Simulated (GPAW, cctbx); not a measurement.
# Bonding in PPt3 as X-rays see it

Aim: compute the bonding part of the density of PPt3, find which reflections carry it, and see how it biases an ordinary refinement.

The start was made by putting kin elements into a known structure type; the compound need not exist, or be stable, in this form. All numbers below are calculated.

### 1. Find the equilibrium geometry

The density hangs on the geometry, so cell and atoms are relaxed first, with the symmetry held. The cutoff is set higher than for the density because stress converges slowly with plane waves.

Settings: GPAW 26.7.0, PBE, 570 eV, 5×5×5 k-points, Fermi–Dirac width 0.1 eV, BFGS to 0.03 eV/Å.

```text
cell
1.0
     3.916000000    0.000000000    0.000000000
     0.000000000    3.916000000    0.000000000
     0.000000000    0.000000000    3.916000000
Pt P
3 1
Direct
0.500000000 0.500000000 0.000000000
0.500000000 0.000000000 0.500000000
0.000000000 0.500000000 0.500000000
0.000000000 0.000000000 0.000000000
```

```console
$ OMP_NUM_THREADS=1 mpirun -n 4 gpaw python run.py > gpaw.log
```

```text
BFGS:    0      -24.094324        0.475605
BFGS:    1      -24.103032        0.370931
BFGS:    2      -24.116937        0.010212
cell  3.9463 3.9463 3.9463  90.00 90.00 90.00
volume 61.459 A^3, largest force 0.000 eV/A, largest stress 0.11 GPa
```

After 2 steps the volume has changed by +2.3 % and the energy by -0.023 eV; the largest stress left is 0.11 GPa. It took 15 s on 4 cores of Intel(R) Xeon(R) Platinum 8375C CPU @ 2.90GHz (Ice Lake) (shared host), peak memory 0.74 GiB.

Relaxed structure: Pm-3m (no. 221), a = 3.9463 Å, b = 3.9463 Å, c = 3.9463 Å, α = 90.00°, β = 90.00°, γ = 90.00°.

```csv
atom,mult.,x,y,z
Pt1,3,1/2,1/2,0
P1,1,0,0,0
```

### 2. Density and charge transfer

X-rays see the whole electron density, so the PAW density is rebuilt with its core regions. Subtracting spherical free atoms from the same code cancels the cores and leaves the deformation density Δρ, the part due to bonding.

Settings: PBE, 450 eV, 6×6×6 k-points, Fermi–Dirac width 0.1 eV; primitive cell of 4 atoms.

```console
$ OMP_NUM_THREADS=1 mpirun -n 4 gpaw python run.py > gpaw.log
```

```text
|iter:   1|       0s |  -24.977996 | +0.34 |       |
|iter:   2|       1s |  -24.870819 | -1.90 | -1.26 |
|iter:   3|       1s |  -24.511560 | -1.10 | -1.28 |
...
|iter:   8|       2s |  -24.037764c| -5.98 | -3.86 |
|iter:   9|       3s |  -24.037758c| -7.38 | -4.79c|
|iter:  10|       3s |  -24.037758c| -8.36c| -5.64c|
```

```text
grid (40, 40, 40)  electrons 249.000  moved by bonding 0.835 e
deformation density beyond 0.5 A of the nuclei: max 0.087, min -0.184 e/A^3
atom        x       y       z   Voronoi charge  moment
Pt1    0.5000  0.5000  0.0000      0.001       0.00
Pt2    0.5000  0.0000  0.5000      0.001       0.00
Pt3    0.0000  0.5000  0.5000      0.001       0.00
P 4    0.0000  0.0000  0.0000     -0.004       0.00
mean inner potential of superposed free atoms 29.629 V
total magnetic moment 0.000 muB
```

Deformation density in a plane through the shortest contact of the Pt atom at the origin, in 0.01 e/Å³ (clipped at ±99); x from -1.6 to 4.4 Å, y from 2.4 down to -2.4 Å:

```text
  3   3  -2   8   .  -1  -2   2   2  -2  -1   .   8  -2   3   3
  2   2   0  -2  -8  -2  -1   1   1  -1  -2  -8  -2   0   2   2
  2   2   2   3   2   2   1   0   0   1   2   2   3   2   2   2
  2   2   2   3   3   2   1   0   0   1   2   3   3   2   2   2
  2   2   0  -2  -7  -2  -1   1   1  -1  -2  -7  -2   0   2   2
  3   3  -2   8   .  -1  -2   2   2  -2  -1   .   8  -2   3   3
  2   3  -7   .   .   .  -7   3   3  -7   .   .   .  -7   3   2
  2   2  -2  -1   .   8  -2   3   3  -2   8   .  -1  -2   2   2
  1   1  -1  -2  -7  -2   0   2   2   0  -2  -7  -2  -1   1   1
  0   0   1   2   3   3   2   2   2   2   3   3   2   1   0   0
  0   0   1   2   2   3   2   2   2   2   3   2   2   1   0   0
  1   1  -1  -2  -8  -2   0   2   2   0  -2  -8  -2  -1   1   1
  2   2  -2  -1   .   9  -2   3   3  -2   9   .  -1  -2   2   2
```

Atoms in or within 0.15 Å of the plane: Pt (0.0, 0.0), Pt (2.8, 0.0) Å. Dots mark points within about 0.45 Å of a nucleus; large values next to them are atomic features.

Hardly any net charge crosses the Voronoi midplanes, which need not mean no transfer: free-atom tails already reach into the neighbours' cells. Along the shortest contact from the Pt atom at the map's origin, Pt–Pt at 2.79 Å, Δρ is +0.05 e/Å³ at the midpoint: little piles up between the atoms, as is usual in a metallic crystal, which this run finds. At the midpoints of other shortest contacts it is +0.03 (Pt–P, 2.79 Å) e/Å³. Point values carry grid noise of about 0.01 e/Å³. The run needed 10 iterations, 8.6 s.

### 3. Structure factors

The Fourier components of Δρ, added to those of the free atoms, give the static X-ray structure factors; the Mott–Bethe relation turns them into the Fourier components V of the potential that fast electrons feel.

```text
static structure factors of the conventional cell: F in electrons, V (Mott-Bethe) in volts
   h  k  l      d  |F| table  |F| free   |F| DFT   change   |V| free  |V| DFT  change %
   0  1  0  3.9463    59.851    59.771    59.776    0.005     3.750    3.744     -0.2
   0  1  1  2.7905    57.139    57.075    57.005   -0.070     3.441    3.482      1.2
   1  1  1  2.2784   204.066   203.963   203.491   -0.472    17.437   17.619      1.0
   0  2  0  1.9731   195.486   195.335   194.889   -0.446    15.583   15.712      0.8
   0  2  1  1.7648    51.001    50.925    50.919   -0.007     2.805    2.806      0.1
   1  2  1  1.6111    49.397    49.322    49.275   -0.047     2.648    2.657      0.3
   0  2  2  1.3952   171.661   171.478   171.482    0.005    11.255   11.254     -0.0
   1  2  2  1.3154    45.426    45.394    45.387   -0.007     2.272    2.273      0.0
   0  3  0  1.3154    45.426    45.394    45.390   -0.004     2.272    2.273      0.0
   0  3  1  1.2479    44.326    44.311    44.364    0.053     2.171    2.164     -0.3
   1  3  1  1.1899   159.411   159.352   159.469    0.117     9.466    9.453     -0.1
   2  2  2  1.1392   155.964   155.940   156.023    0.083     9.007    8.999     -0.1
   0  3  2  1.0945    41.528    41.553    41.560    0.007     1.916    1.916     -0.0
   1  3  2  1.0547    40.734    40.764    40.782    0.019     1.845    1.843     -0.1
```

The largest X-ray change is -0.47 e on 111, 0.2 % of |F|. For electrons V goes as (Z − F)/g², so a change of F counts against Z − F, which is small at low angle and wherever the atoms' terms cancel: |V| of 011 moves by +1.2 % (3.44 to 3.48 V) against -0.1 % in |F|. The tabulated Hartree–Fock atoms differ from the free DFT atoms by up to 0.18 e, so the choice of reference atom matters too.

### 4. How cheap can the run be?

Cutoff and k-mesh: one is changed at a time, to find what the result needs.

```csv
run,ΔF 111 (e),ΔF 020 (e),ΔF 131 (e),q(P) (e),moved (e),time
450 eV 6×6×6,-0.472,-0.446,+0.117,-0.004,0.835,8.6 s
250 eV 6×6×6,-0.512,-0.473,+0.177,-0.003,0.970,5.8 s
350 eV 6×6×6,-0.477,-0.449,+0.126,-0.006,0.826,7.5 s
750 eV 6×6×6,-0.472,-0.445,+0.118,-0.004,0.811,13 s
450 eV 2×2×2,-0.589,-0.486,+0.159,-0.025,1.044,6.6 s
450 eV 3×3×3,-0.468,-0.422,+0.122,-0.011,0.852,6.7 s
```

Within 0.01 e of the base on all three: 350 eV 6×6×6 and 750 eV 6×6×6. The largest error, 0.117 e, comes with 450 eV 2×2×2. The moved charge is off by up to 25 % among these runs. Times are from shared hosts.

### 5. What a spherical-atom refinement makes of it

Routine crystallography fits spherical atoms. To see the bias, intensities are simulated from tabulated atoms plus the DFT change ΔF, so that bonding alone can misfit (2102 reflections of the full sphere, merged to the counts below, to 0.5 Å, 1 % proportional noise plus counting noise, assumed isotropic U as listed, Δρ smeared by the mean U) and refined with cctbx over different ranges.

```csv
range,data,R1,GooF,U Pt1 (true 0.0054),U P1 (true 0.0097),largest shift (Å),"Δρ max, min (e/Å³)"
all data,78,0.0019,0.94,0.0054,0.0096,0.0000,"0.28, -0.39"
"low resolution, d > 0.84",23,0.0018,1.08,0.0054,0.0095,0.0000,"0.25, -0.13"
"high order, d < 0.75",48,0.0018,0.87,0.0054,0.0096,0.0000,"0.17, -0.47"
"occupancies free, d > 0.7",33,0.0018,0.98,0.0054,0.0100,0.0000,"0.18, -0.14"
```

With all data GooF is 0.94, so at this noise the bonding hardly shows; the top residual peak, near noise level, lies 1.54 Å from P and 1.77 Å from Pt. No U is off by more than 3 s.u. at low resolution. Symmetry fixes every coordinate, so the shifts are zero by construction. With Pt1 held at 1 and the scale free, the other occupancies refine to P1 1.009(0.008), within three s.u. of full.

### 6. Answer

Bonding moves 0.83 e in the primitive cell of PPt3 and changes the structure factors of the conventional cell in the table above by at most 0.47 e (111, 0.2 %). The shortest bond, Pt–Pt, has Δρ = +0.05 e/Å³ at its midpoint, with no localised bond charge. Within 0.01 e of the base on all three: 350 eV 6×6×6 and 750 eV 6×6×6. The largest error, 0.117 e, comes with 450 eV 2×2×2. The moved charge is off by up to 25 % among these runs. With all data GooF is 0.94, so at this noise the bonding hardly shows. Limits: static density, frozen cores, no spin–orbit coupling.

[Outputs are excerpts: Python notices, other lines and further rows are left out; steps that failed or that the build refused (PBEsol, TPSS) are not shown.]

[Logs are printed without paths, hosts, clocks, repeated set-up lines and the standing remarks that a program may print on its own settings, such as how far it seeks lower states.]
